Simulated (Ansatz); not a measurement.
# A hypothetical structure for Na2CuNiO4

This structure for Na2CuNiO4 is made up. Its elements were placed in a known structure type with a cell scaled to their sizes. What cell does the guess relax to, and how far off was it?

Program: Ansatz 0.2.0. Level of theory: DFT, PBE, plane-wave PAW, files of the set soft_1, scalar-relativistic, ferromagnetic start, cell and ions relaxed at zero pressure; PAW set soft_1. Results are calculated unless marked as measured.

**1. The starting structure**

Symmetry: R-3m, No. 166, trigonal system. Conventional cell: a = 3.052 Å, b = 3.052 Å, c = 32.216 Å, α = 90.00°, β = 90.00°, γ = 120.00°. Nearest to Cu lie 6 O at 2.05 Å. Nearest to Ni lie 6 O at 2.06 Å. Nearest to Na lie 6 O at 2.32 to 2.47 Å. O has 3 Ni at 2.06 Å and 3 Na at 2.32 Å nearest. Nearest to O lie 3 Cu at 2.05 Å and 3 Na at 2.47 Å. Farther neighbours and most contacts between anions are not listed.

As a file:

```cif
data_structure
_symmetry_space_group_name_H-M 'P 1'
_symmetry_Int_Tables_number 1
_cell_length_a 10.8823
_cell_length_b 10.8823
_cell_length_c 10.8823
_cell_angle_alpha 16.122
_cell_angle_beta 16.122
_cell_angle_gamma 16.122
_cell_volume 86.63
loop_
_atom_site_label
_atom_site_type_symbol
_atom_site_fract_x
_atom_site_fract_y
_atom_site_fract_z
_atom_site_occupancy
Cu1 Cu 0.50000 0.50000 0.50000 1
Ni2 Ni 0.00000 0.00000 0.00000 1
Na3 Na 0.74697 0.74697 0.74697 1
Na4 Na 0.25303 0.25303 0.25303 1
O5 O 0.36673 0.36673 0.36673 1
O6 O 0.86607 0.86607 0.86607 1
O7 O 0.13393 0.13393 0.13393 1
O8 O 0.63327 0.63327 0.63327 1
```

**2. Relaxing cell and atoms**

The guessed cell has no reason to be at equilibrium. It is relaxed with the atoms, within the space group of the guess.

Input file input.yaml:

```yaml
crystal:
  lattice:
    - [1.526, 0.881036511, 10.738666667]
    - [-1.526, 0.881036511, 10.738666667]
    - [0.0, -1.762073022, 10.738666667]
  atoms:
    - { symbol: Cu, position: [0.5, 0.5, 0.5], spin: 0.6 }
    - { symbol: Ni, position: [0.0, 0.0, 0.0], spin: 1.0 }
    - { symbol: Na, position: [0.746966667, 0.746966667, 0.746966667] }
    - { symbol: Na, position: [0.253033333, 0.253033333, 0.253033333] }
    - { symbol: O, position: [0.366733333, 0.366733333, 0.366733333] }
    - { symbol: O, position: [0.866066667, 0.866066667, 0.866066667] }
    - { symbol: O, position: [0.133933333, 0.133933333, 0.133933333] }
    - { symbol: O, position: [0.633266667, 0.633266667, 0.633266667] }
magnetization:
  spin_polarized: true
kpoints:
  mp_grid: { grid: [10, 10, 10] }
scf:
  occupations: { method: fermi_dirac, width: 0.05 }
hamiltonian:
  xc: pbe
  pseudopotentials: { kind: paw, azcp: { folder: soft_1 } }
relax:
  f_tol: 0.015
  max_steps: 70
  cell: {}
output:
  forces: true
  stress: true
```

Run with:

```sh
> ansatz run input.yaml --threads 4 --pin off --max-ram 10240MiB --backend cpu --events-out ev --progress --plain --runs-dir out
```

Numbers of over 12 decimals in the logs are rounded to 6 here.

What it wrote:

```text
basis.fft_grid_basis auto: the FFT boxes are laid along the combinations [[1, 0, -1], [0, 1, -1], [0, 0, 1]] of the cell's own vectors, 3.052, 3.052 and 10.882 Å long. The dense box has 24×24×75 points. Along the cell's own vectors, as sized, it would have 75×75×75, 9.77 times as many. Of the 12 symmetry operations that the crystal satisfies within crystal.symmetry.tolerance (time reversal apart; of a slab, those tha [...]
Engine: ansatz 0.2.0, aarch64-unknown-linux-gnu
Pseudopotentials: kind: paw
Pseudopotential: Cu, paw, valence charge 19, recommended cutoff 420 eV (normal), soft_1/Cu.paw.azcp
Pseudopotential: Ni, paw, valence charge 18, recommended cutoff 420 eV (normal), soft_1/Ni.paw.azcp
Pseudopotential: Na, paw, valence charge 9, recommended cutoff 420 eV (normal), soft_1/Na.paw.azcp
Pseudopotential: O, paw, valence charge 6, recommended cutoff 420 eV (normal), soft_1/O.paw.azcp
Functional definition: PBE
  parameter kappa = 0.804
  parameter beta = 0.066725
  exchange = pbe_x(kappa = kappa, mu = beta*pi^2/3)
  correlation = pbe_c(beta = beta)
Crystal: 8 atoms, lattice volume = 86.626 Å³
Basis set: ecut = 420 eV, 1697 PW (Γ), FFT grids on a1−a3, a2−a3, a3, exchange–correlation on 48×48×150 points (8 copies of the dense FFT grid, shifted against one another)
Bands: 49, of which v1, the nominal top of the filled ones, is band 40 counted from 1 (39 counted from 0)
Symmetry: 12 space group operations
Space group: R-3m (ITA 166), of the structure as read, at distance tolerance 4.4e-5 Å
Magnetic group: BNS 166.97 (UNI 1327), of the structure as read, at distance tolerance 4.4e-5 Å
k-points: 116 of 1000
Non-local potential: Cu, projectors of the file, l = 0: 3, l = 1: 2, l = 2: 3, l = 3: 1
Non-local potential: Ni, projectors of the file, l = 0: 3, l = 1: 2, l = 2: 3, l = 3: 1
Non-local potential: Na, projectors of the file, l = 0: 3, l = 1: 2, l = 2: 1
Non-local potential: O, projectors of the file, l = 0: 2, l = 1: 2, l = 2: 1
PAW form: soft (Blöchl's): semilocal exchange-correlation on the pseudo side does not see the compensation charge
PAW one-centre angular grid: Cu, 590 points (default); XC on 64 Gauss nodes
PAW one-centre angular grid: Ni, 590 points (default); XC on 64 Gauss nodes
PAW one-centre angular grid: Na, 110 points (default); XC on 64 Gauss nodes
PAW one-centre angular grid: O, 110 points (default); XC on 64 Gauss nodes
Initial density: superposition of atomic densities (chi_scale 0.1, normalization cell, long waves kept (reshape's long-wave potential 0.41 eV rms))
Starting moments: Σ|m| = 1.6 μB on 2 of 8 sites
Initial wavefunctions: pseudopotential atomic-orbital guess
Functional: x = pbe(κ = 0.804, μ = 0.219515), c = pbe(β = 0.066725)
SCF iter   1: F=—  HF=-17706.783989 eV  |F-HF|=—  |Δ(HF+E_count)|=         —  Δρ=1.29e-1 (↑1.29e-1 ↓1.23e-1)  dr2=1.04e2  dr2_m=1.49e-1  M=1.148 μB ∫|m|=1.253 μB  β_m=0.30  ethr=3.10e-3  ⟨swp⟩=5.9  Hψ=40152  notcnv=0  defer=47
Mixer restart at iter 1: flushing history
preconditioner: auto → Kerker (q_TF=auto, 2.687 Å⁻¹)  [metal: Δε(μ)=0.009 eV  Ē_g=15.771 eV  σ=0.050 eV  W_gap=0.04  n_scr=32 (ndim 8)  ℏωp=30.6 eV  f_vac=0.000  D(μ)=5.35/eV (n_scr^D=58)]
spin=Collinear: Kerker preconditioning applied to the charge; magnetization (m = ρ↑ − ρ↓) channel mixes plain (no charge-response kernel on spin).
SCF iter   2: F=—  HF=-17707.634114 eV  |F-HF|=—  |Δ(HF+E_count)|=   8.50e-1  Δρ=6.90e-2 (↑6.89e-2 ↓6.90e-2)  dr2=9.49e0  dr2_m=1.22e-1  M=0.748 μB ∫|m|=0.894 μB  β_m=0.27  ethr=3.10e-3  ⟨swp⟩=3.7  Hψ=26739  notcnv=0  defer=366
SCF iter   3: F=—  HF=-17706.005477 eV  |F-HF|=—  |Δ(HF+E_count)|=    1.63e0  Δρ=6.18e-2 (↑6.18e-2 ↓4.65e-2)  dr2=2.16e1  dr2_m=7.78e-1  M=1.815 μB ∫|m|=1.843 μB  β_m=0.27  ethr=3.10e-3  ⟨swp⟩=2.0  Hψ=24231  notcnv=0  defer=372
SCF iter   4: F=—  HF=-17705.611448 eV  |F-HF|=—  |Δ(HF+E_count)|=   3.94e-1  Δρ=2.35e-2 (↑2.35e-2 ↓2.03e-2)  dr2=6.48e0  dr2_m=1.28e-1  M=1.473 μB ∫|m|=1.584 μB  β_m=0.35  ethr=3.10e-3  ⟨swp⟩=2.0  Hψ=14661  notcnv=0  defer=354
SCF iter   5: F=—  HF=-17705.205431 eV  |F-HF|=—  |Δ(HF+E_count)|=   4.06e-1  Δρ=1.44e-2 (↑1.44e-2 ↓1.01e-2)  dr2=1.80e0  dr2_m=2.31e-2  M=1.115 μB ∫|m|=1.481 μB  β_m=0.49  ethr=3.10e-3  ⟨swp⟩=3.2  Hψ=18609  notcnv=0  defer=338
SCF iter   6: F=—  HF=-17705.234954 eV  |F-HF|=—  |Δ(HF+E_count)|=   2.95e-2  Δρ=2.17e-2 (↑1.68e-2 ↓2.17e-2)  dr2=8.52e-1  dr2_m=3.17e-2  M=0.704 μB ∫|m|=1.493 μB  β_m=0.48  ethr=2.28e-3  ⟨swp⟩=2.1  Hψ=15478  notcnv=0  defer=325
SCF iter   7: F=—  HF=-17705.121854 eV  |F-HF|=—  |Δ(HF+E_count)|=         —  Δρ=1.53e-2 (↑1.00e-2 ↓1.53e-2)  dr2=4.08e-1  dr2_m=7.65e-2  M=0.375 μB ∫|m|=1.544 μB  β_m=0.48  ethr=1.08e-3  ⟨swp⟩=2.2  Hψ=17105  notcnv=0  defer=335
Mixer restart at iter 7: flushing history
SCF iter   8: F=—  HF=-17705.172556 eV  |F-HF|=—  |Δ(HF+E_count)|=   5.07e-2  Δρ=3.94e-2 (↑3.94e-2 ↓7.76e-3)  dr2=2.45e0  dr2_m=3.40e-1  M=0.482 μB ∫|m|=2.219 μB  β_m=0.21  ethr=5.16e-4  ⟨swp⟩=2.0  Hψ=16643  notcnv=0  defer=349  recentre
SCF iter   9: F=—  HF=-17705.122341 eV  |F-HF|=—  |Δ(HF+E_count)|=   5.02e-2  Δρ=1.60e-2 (↑9.66e-3 ↓1.60e-2)  dr2=3.58e-1  dr2_m=9.16e-2  M=0.245 μB ∫|m|=1.676 μB  β_m=0.06  ethr=5.16e-4  ⟨swp⟩=2.0  Hψ=17454  notcnv=0  defer=342
SCF iter  10: F=—  HF=-17705.115358 eV  |F-HF|=—  |Δ(HF+E_count)|=   6.98e-3  Δρ=1.23e-2 (↑1.23e-2 ↓1.14e-2)  dr2=5.75e-2  dr2_m=1.06e-1  M=0.244 μB ∫|m|=1.937 μB  β_m=0.72  ethr=4.54e-4  ⟨swp⟩=1.1  Hψ=12310  notcnv=0  defer=335
SCF iter  11: F=—  HF=-17705.179568 eV  |F-HF|=—  |Δ(HF+E_count)|=         —  Δρ=2.49e-2 (↑2.49e-2 ↓1.99e-2)  dr2=1.06e-1  dr2_m=3.87e-1  M=-0.304 μB ∫|m|=2.547 μB  β_m=0.72  ethr=7.27e-5  ⟨swp⟩=2.0  Hψ=13349  notcnv=0  defer=349
Mixer restart at iter 11: flushing history
SCF iter  12: F=—  HF=-17705.314647 eV  |F-HF|=—  |Δ(HF+E_count)|=         —  Δρ=2.55e-2 (↑2.21e-2 ↓2.55e-2)  dr2=4.70e-2  dr2_m=4.36e-1  M=-0.860 μB ∫|m|=2.973 μB  β_m=0.72  ethr=7.27e-5  ⟨swp⟩=2.0  Hψ=20514  notcnv=0  defer=349
Mixer restart at iter 12: flushing history
SCF iter  13: F=—  HF=-17705.294353 eV  |F-HF|=—  |Δ(HF+E_count)|=   2.03e-2  Δρ=1.28e-2 (↑1.28e-2 ↓6.48e-3)  dr2=7.69e-2  dr2_m=5.79e-2  M=-0.815 μB ∫|m|=3.023 μB  β_m=0.86  ethr=5.95e-5  ⟨swp⟩=2.1  Hψ=23669  notcnv=0  defer=348
SCF iter  14: F=—  HF=-17705.318870 eV  |F-HF|=—  |Δ(HF+E_count)|=   2.45e-2  Δρ=1.29e-2 (↑1.29e-2 ↓1.01e-2)  dr2=3.20e-1  dr2_m=1.89e-2  M=-0.982 μB ∫|m|=3.023 μB  β_m=0.69  ethr=5.95e-5  ⟨swp⟩=2.7  Hψ=23439  notcnv=0  defer=348  recentre
[...]
relax step   8: F+E_penalty+E_count = -17705.52834665 eV  Δ(F+E_penalty+E_count) = +6.937e-3 eV  max|allowed force component| = 6.528e-4 eV/Å  Δτ_max = 0.0000 Å  P = -0.149 GPa  Ω = 82.800 Å³  stress off target by 1.54e-1 GPa  SCF on the basis re-selected at this cell (its energy is not comparable with the rows above)  (15 SCF iters)
[...]
relax step   9: F+E_penalty+E_count = -17705.52864863 eV  Δ(F+E_penalty+E_count) = -3.020e-4 eV  max|allowed force component| = 5.835e-4 eV/Å  Δτ_max = 0.0006 Å  P = -0.005 GPa  Ω = 82.694 Å³  energy of the carried Pulay correction = +2.509e-4 eV  (11 SCF iters, dr2 threshold 5.94e-8 eV, accepted)
iter 1 solved again at ethr=1.57e-7 eV; its pass at ethr=3.10e-3 eV (dr2=1.24e-4 eV) is discarded
SCF iter   1: F=—  HF=-17705.528383 eV  |F-HF|=—  |Δ(HF+E_count)|=         —  Δρ=7.64e-6 (↑7.64e-6 ↓5.59e-6)  dr2=5.41e-8  dr2_m=5.67e-9  M=-1.000 μB ∫|m|=2.965 μB  β_m=0.65  ethr=1.57e-7  ⟨swp⟩=3.1  Hψ=70315  notcnv=0
eigensolver tolerance schedule: the retry pair's looser diagonalisation over-reported the residual by 2290.47 of it (diagonalisation noise at 0.13 of the residual, at the tolerance the schedule requests for it); recorded, not acted on — ethr = c·dr2/N_el stays at c = 1.0e-1
preconditioner: auto → Kerker (q_TF=auto, 2.446 Å⁻¹)  [metal: Δε(μ)=0.047 eV  Ē_g=16.031 eV  σ=0.050 eV  W_gap=0.23  n_scr=20 (ndim 8)  ℏωp=31.4 eV  f_vac=0.073  D(μ)=2.85/eV (n_scr^D=20)]
spin=Collinear: Kerker preconditioning applied to the charge; magnetization (m = ρ↑ − ρ↓) channel mixes plain (no charge-response kernel on spin).
SCF iter   2: F=—  HF=-17705.528384 eV  |F-HF|=—  |Δ(HF+E_count)|=   8.33e-7  Δρ=1.67e-5 (↑1.67e-5 ↓4.79e-6)  dr2=2.87e-7  dr2_m=4.68e-8  M=-1.000 μB ∫|m|=2.966 μB  β_m=0.30  ethr=6.85e-11  ⟨swp⟩=3.0  Hψ=26882  notcnv=0
SCF iter   3: F=—  HF=-17705.528384 eV  |F-HF|=—  |Δ(HF+E_count)|=   1.10e-8  Δρ=2.89e-6 (↑2.39e-6 ↓2.89e-6)  dr2=8.46e-9  dr2_m=1.77e-10  M=-1.000 μB ∫|m|=2.965 μB  β_m=0.44  ethr=6.85e-11  ⟨swp⟩=2.0  Hψ=20058  notcnv=0
SCF iter   4: F=—  HF=-17705.528384 eV  |F-HF|=—  |Δ(HF+E_count)|=   1.06e-8  Δρ=2.22e-6 (↑2.22e-6 ↓1.23e-6)  dr2=5.43e-9  dr2_m=6.21e-10  M=-1.000 μB ∫|m|=2.965 μB  β_m=0.60  ethr=1.07e-11  ⟨swp⟩=2.0  Hψ=12803  notcnv=0
SCF iter   5: F=—  HF=-17705.528384 eV  |F-HF|=—  |Δ(HF+E_count)|=   5.71e-9  Δρ=1.01e-6 (↑1.01e-6 ↓7.13e-7)  dr2=1.49e-9  dr2_m=1.47e-10  M=-1.000 μB ∫|m|=2.965 μB  β_m=0.61  ethr=6.88e-12  ⟨swp⟩=2.0  Hψ=16642  notcnv=0
SCF iter   6: F=—  HF=-17705.528384 eV  |F-HF|=—  |Δ(HF+E_count)|=  9.53e-10  Δρ=8.14e-7 (↑8.14e-7 ↓3.59e-7)  dr2=6.60e-10  dr2_m=1.02e-10  M=-1.000 μB ∫|m|=2.965 μB  β_m=0.79  ethr=1.89e-12  ⟨swp⟩=2.0  Hψ=13423  notcnv=0
SCF iter   7: F=—  HF=-17705.528384 eV  |F-HF|=—  |Δ(HF+E_count)|=  4.84e-10  Δρ=5.79e-7 (↑5.79e-7 ↓2.00e-7)  dr2=3.22e-10  dr2_m=4.31e-11  M=-1.000 μB ∫|m|=2.965 μB  β_m=0.68  ethr=1.00e-12  ⟨swp⟩=2.0  Hψ=20132  notcnv=0
SCF iter   8: F=—  HF=-17705.528384 eV  |F-HF|=—  |Δ(HF+E_count)|=  2.18e-11  Δρ=2.36e-7 (↑1.18e-7 ↓2.36e-7)  dr2=8.62e-11  dr2_m=4.68e-12  M=-1.000 μB ∫|m|=2.965 μB  β_m=0.82  ethr=1.00e-12  ⟨swp⟩=2.0  Hψ=13398  notcnv=0
SCF iter   9: F=—  HF=-17705.528384 eV  |F-HF|=—  |Δ(HF+E_count)|=  8.37e-11  Δρ=2.41e-7 (↑2.41e-7 ↓5.45e-8)  dr2=1.08e-10  dr2_m=8.24e-12  M=-1.000 μB ∫|m|=2.965 μB  β_m=0.78  ethr=1.00e-12  ⟨swp⟩=2.0  Hψ=12291  notcnv=0
SCF iter  10: F=—  HF=-17705.528384 eV  |F-HF|=—  |Δ(HF+E_count)|=  3.64e-12  Δρ=1.56e-7 (↑1.56e-7 ↓3.53e-8)  dr2=6.05e-11  dr2_m=3.01e-12  M=-1.000 μB ∫|m|=2.965 μB  β_m=0.69  ethr=1.00e-12  ⟨swp⟩=1.0  Hψ=11368  notcnv=0
SCF iter  11: F=-17705.528384 eV  HF=-17705.528384 eV  |F-HF|=0.00e0  |Δ(HF+E_count)|=  3.64e-12  Δρ=2.24e-8 (↑2.22e-8 ↓2.24e-8)  dr2=1.12e-12  dr2_m=2.36e-13  M=-1.000 μB ∫|m|=2.965 μB  ethr=1.00e-12  ⟨swp⟩=2.0  Hψ=27796  notcnv=0
the starting moments were not kept: 1 of 2 ended reversed and 1 kept their direction, counting a site from 0.1 of the cell's largest site moment. The largest reversed, site 0 (counted from 0, in the order of the report's site_moments_mub), started with +0.6 μB and closes at -9.0e-1 μB in its sphere.
SCF 10 converged in 11 iterations: F = -17705.528384 eV  dr2 = 1.12e-12
relax step  10: F+E_penalty+E_count = -17705.52838365 eV  Δ(F+E_penalty+E_count) = +2.650e-4 eV  max|allowed force component| = 5.992e-4 eV/Å  Δτ_max = 0.0000 Å  P = -0.007 GPa  Ω = 82.694 Å³  stress off target by 9.01e-3 GPa  SCF on the basis re-selected at this cell (its energy is not comparable with the rows above)  (11 SCF iters)
basis re-selected at this cell: Δ(F+E_penalty+E_count) = +2.650e-4 eV, ΔP = -0.003 GPa vs the last step (what re-selecting the basis moved, of the pressure what is left beyond the Pulay correction that the steps carried, after the strain that the cell walked since its last selection, with what the two solves' SCF thresholds leave and, on support functions, any second-order correction that the steps lacked; it is no m [...]
SCF converged after 11 iterations
Magnetization: -0.9996 μB (39.0002 up, 39.9998 down)
Absolute magnetization: 2.9613 μB (∫|ρ↑−ρ↓|, with the PAW one-centre terms)
Spin contamination: 0.9449 ħ² per cell (⟨S²⟩ above its minimum at these occupations)
Per-site moments (μB) at R_I (Å): [(-0.903307, 0.842840), (0.720985, 0.822572), (-0.00210189, 0.962876), (-0.00210189, 0.962876), (0.079450, 0.822572), (-0.472829, 0.842840), (-0.472829, 0.842840), (0.079450, 0.822572)]
Free energy (F): -17705.528384 eV
Harris-Foulkes:  -17705.528384 eV  (|F-HF|=0.00e0)
Internal energy: -17705.504856 eV  (E = F + TS)
E sigma→0 (E₀):  -17705.516620 eV
Entropy (-TS):   -0.023528 eV (-2.941 meV/atom)
Fermi energy:    8.939269 eV
--- Per-component energies (eV) ---
  E_band       = -1281.187223
  E_kinetic    = 1486.443332
  E_local      = -13362.535063  (includes V_loc(G=0)·N_el)
  E_nonlocal   = 1527.430394
  E_hartree    = 5715.786270
  E_xc         = -541.341540
  E_vxc        = -694.021197  (∫ρ·V_xc dr)
  E_paw        = -4687.662904  (= ΣΔE_a)
  E_vpaw       = -1670.082480  (= ΣTr[D̂ρ^β])
  E_aug_tail   = 0.005255  (compensation charges beyond the density's cutoff)
  E_ewald      = -7843.630601
  E_smearing   = -0.023528  (= −TS)
  E_closure    = 0.000000  (closes the sum)
  Σ components = -17705.528384   (vs F -17705.528384, Δ=0.00e0)
--- Forces (eV/Å), atoms counted from 1 ---
  atom   1  Cu     0.00000000     0.00000000    -0.00000000
  atom   2  Ni    -0.00000000     0.00000000    -0.00000000
  atom   3  Na    -0.00000000    -0.00000000    -0.00031170
  atom   4  Na     0.00000000     0.00000000     0.00031170
  atom   5  O      0.00000000     0.00000000     0.00044430
  atom   6  O      0.00000000    -0.00000000    -0.00059916
  atom   7  O      0.00000000     0.00000000     0.00059916
  atom   8  O     -0.00000000    -0.00000000    -0.00044430
  max |Σ_I F_I| component: 1.08e-19 eV/Å
--- Stress (GPa, compression-positive) ---
       -0.009012       0.000000       0.000000
        0.000000      -0.009012      -0.000000
       -0.000000      -0.000000      -0.003748
  P = ⅓ Tr σ = -0.0073 GPa (-0.073 kbar)
--- Relaxed structure (8 steps of the walk, 7 accepted, 2 SCFs on fresh bases) ---
  F+E_penalty+E_count = -17705.52838365 eV   max|allowed force component| = 5.992e-4 eV/Å   (the final SCF, on the basis selected at the relaxed cell)
  cell:  # Å, volume = 82.6940 Å³
    - [1.506117, 0.869557, 10.523638]
    - [-1.506117, 0.869557, 10.523638]
    - [-2.6271554583653556e-17, -1.739114, 10.523638]
  atoms:
    - { symbol: Cu, position: [0.500000, 0.500000, 0.500000] }
    - { symbol: Ni, position: [0, 0, 0] }
    - { symbol: Na, position: [0.750044, 0.750044, 0.750044] }
    - { symbol: Na, position: [0.249956, 0.249956, 0.249956] }
    - { symbol: O, position: [0.364238, 0.364238, 0.364238] }
    - { symbol: O, position: [0.867306, 0.867306, 0.867306] }
    - { symbol: O, position: [0.132694, 0.132694, 0.132694] }
    - { symbol: O, position: [0.635762, 0.635762, 0.635762] }
```

It took 3.1 min on 4 threads of Arm Neoverse V2, shared host; peak memory 1.2 GiB.

Relaxation path:

| step | energy less that of the first step (eV) | largest force component (eV/Å) | pressure (GPa) | volume (Å³) |
| --- | --- | --- | --- | --- |
| 1 | 0.0000 | 1.2063 | -5.77 | 86.63 |
| 2 | -0.1595 | 0.7584 | -3.07 | 84.49 |
| 3 | -0.2482 | 0.1376 | 1.56 | 81.96 |
| 4 | -0.2526 | 0.0569 | -0.17 | 83.01 |
| 5 | -0.2528 | 0.0835 | -0.26 | 82.88 |
| 6 | -0.2535 | 0.0042 | -0.03 | 82.83 |
| 7 | -0.2536 | 0.0001 | 0.00 | 82.80 |
| 8* | -0.2466 | 0.0007 | -0.15 | 82.80 |
| 9 | -0.2469 | 0.0006 | 0.00 | 82.69 |
| 10* | -0.2467 | 0.0006 | -0.01 | 82.69 |

Relaxation steps marked * repeat the geometry before them on a plane-wave basis chosen anew for their cell, so energy and pressure can jump there. Relaxation step 5 was tried and not accepted.

Forces are held to the 12 operations that the run works with; a distortion that breaks them can't arise in this run.

| conventional cell, symmetrised | before | after | change |
| --- | --- | --- | --- |
| a (Å) | 3.052 | 3.012 | -1.3 % |
| b (Å) | 3.052 | 3.012 | -1.3 % |
| c (Å) | 32.216 | 31.571 | -2.0 % |
| volume (Å³/atom) | 10.83 | 10.34 | -4.5 % |

The atoms that moved most (Å, as changes of fractional coordinates times the final cell):

| atom | dx | dy | dz | length |
| --- | --- | --- | --- | --- |
| Na3 | 0.000 | 0.000 | 0.097 | 0.097 |
| Na4 | 0.000 | 0.000 | -0.097 | 0.097 |
| O5 | 0.000 | 0.000 | -0.079 | 0.079 |
| O8 | 0.000 | 0.000 | 0.079 | 0.079 |
| O7 | 0.000 | 0.000 | -0.039 | 0.039 |
| O6 | 0.000 | 0.000 | 0.039 | 0.039 |

Final coordinates:

```
Cu Ni Na O
1.0
     1.50612    0.86956   10.52364
    -1.50612    0.86956   10.52364
     0.00000   -1.73911   10.52364
Cu Ni Na O
1 1 2 4
Cartesian
  0.0000 0.0000 15.7855
  0.0000 0.0000 0.0000
  0.0000 0.0000 23.6796
  0.0000 0.0000 7.8913
  0.0000 0.0000 11.4993
  0.0000 0.0000 27.3816
  0.0000 0.0000 4.1893
  0.0000 0.0000 20.0716
```

Numbers from this step:

| Property | Result |
| --- | --- |
| free energy | -17705.5284 eV |
| energy at zero smearing | -17705.5166 eV |
| smearing term TS | 0.02353 eV |
| Fermi energy | 8.939 eV |
| magnetization | -0.9996 μB |
| absolute magnetization | 2.961 μB |
| site moments | -0.9033, 0.7210, -0.002102, -0.002102, 0.07945, -0.4728, -0.4728, 0.07945 μB |
| electrons | 79 |
| symmetry operations | 12 |
| pressure | -0.007257 GPa |

Site moment by atom:

| atom | site moment (μB) |
| --- | --- |
| Cu1 | -0.903 |
| Ni2 | 0.721 |
| Na3 | -0.002 |
| Na4 | -0.002 |
| O5 | 0.079 |
| O6 | -0.473 |
| O7 | -0.473 |
| O8 | 0.079 |

The shortest distance of each pair, which need not be the same contact before and after:

| pair | guess (Å) | relaxed (Å) |
| --- | --- | --- |
| Ni–O | 2.065 | 1.994 |
| Cu–O | 2.054 | 2.043 |
| Na–O | 2.321 | 2.334 |
| O–O | 2.748 | 2.614 |
| Cu–Cu | 3.052 | 3.012 |

The relaxation ends with a largest force component of 6.0e-4 eV/Å and a pressure of -0.01 GPa.

**3. Results**

| Property | Result |
| --- | --- |
| space group, relaxed | R-3m |
| conventional cell | a = 3.012, b = 3.012, c = 31.571 Å; α = 90.0°, β = 90.0°, γ = 120.0° |
| volume per atom | 10.34 Å³ (guess 10.83) |
| total moment | 1.00 μB in the cell of 8 atoms |

Na2CuNiO4 relaxes to R-3m with a = 3.012, b = 3.012 and c = 31.571 Å. The guessed volume was 5 % too large. The space group R-3m was held in the relaxation, so the end point is a stationary structure within it and may be a saddle against distortions or other arrangements. The input starts from parallel moments, and no other start was typed; the run left that order, and the end state is ferrimagnetic. Mesh and cutoff weren't tested. No dispersion term is used, so weakly bound directions may come out too long. Nothing here tests whether the compound is stable against decomposition.

[Logs are printed without paths, hosts, clocks, repeated set-up lines and the standing remarks that a program may print on its own settings, such as how far it seeks lower states.]

[Hosts, paths, dates, database ids (printed as entryN), source tags and the programs' standing remarks are cut or masked in the printed files.]
